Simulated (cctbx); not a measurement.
# KScRe6Te6: as given, inverted or twinned?

Space group Pm (no. 6), a = 9.6560 Å, b = 4.5340 Å, c = 9.7528 Å, α = 90.00°, β = 119.50°, γ = 90.00°.

```
atom  mult.       x    y       z  Ueq (Å²)
 Re1      1  0.1683  1/2  0.0236    0.0198
 Re2      1  0.9804  1/2  0.1487    0.0176
 Re3      1  0.8486  1/2  0.8355    0.0204
 Re4      1  0.8368    0  0.9796    0.0182
 Re5      1  0.0190    0  0.8462    0.0198
 Re6      1  0.1470    0  0.1639    0.0201
 Te1      1  0.3145  1/2  0.3476    0.0256
 Te2      1  0.6502  1/2  0.9629    0.0226
 Te3      1  0.0389  1/2  0.6887    0.0219
 Te4      1  0.6849    0  0.6465    0.0220
 Te5      1  0.3570    0  0.0491    0.0171
 Te6      1  0.9586    0  0.3060    0.0232
 Sc1      1  0.6667  1/2  0.3229    0.0275
  K1      1  0.3326    0  0.6726    0.0323
```

The model was made for the exercise: a known structure type with other elements put in, its volume estimated, not relaxed; displacement parameters are assumed.

Data sets are simulated with cctbx and refined with Bijvoet mates kept apart; Flack x is then fitted as the share of an inverted twin with the atoms fixed, Hooft y from the Bijvoet differences. The group is acentric but holds improper operations, so there is an absolute structure (orientation) and no hand.

Untwinned crystal. What Flack and Hooft values should come out?

| λ (Å) | extinction (unmodelled) | d min (Å) | top counts | error (%) | model | R1 | Flack x | s.u. | Hooft y | s.u. | pairs |
| --- | --- | --- | --- | --- | --- | --- | --- | --- | --- | --- | --- |
| 0.71073 | 0 | 0.77 | 70000 | 3 | as given | 0.0156 | 0.001 | 0.005 | -0.002 | 0.009 | 893 |
| 0.71073 | 0 | 0.77 | 70000 | 3 | inverted | 0.0158 | 0.001 | 0.005 | 0.000 | 0.009 | 893 |
| 1.54184 | 0.3 | 0.83 | 40000 | 4 | as given | 0.0203 | -0.003 | 0.011 | -0.005 | 0.017 | 727 |

With Mo Kα, x is within 3 s.u. of 0, so the absolute structure is right. With Cu Kα, x is within 3 s.u. of 0, so the absolute structure is right. The inverted model doesn't give 1 − x: the structure is pseudo-centrosymmetric, and the refinement slid into another minimum.

[Logs are printed without paths, hosts, clocks, repeated set-up lines and the standing remarks that a program may print on its own settings, such as how far it seeks lower states.]
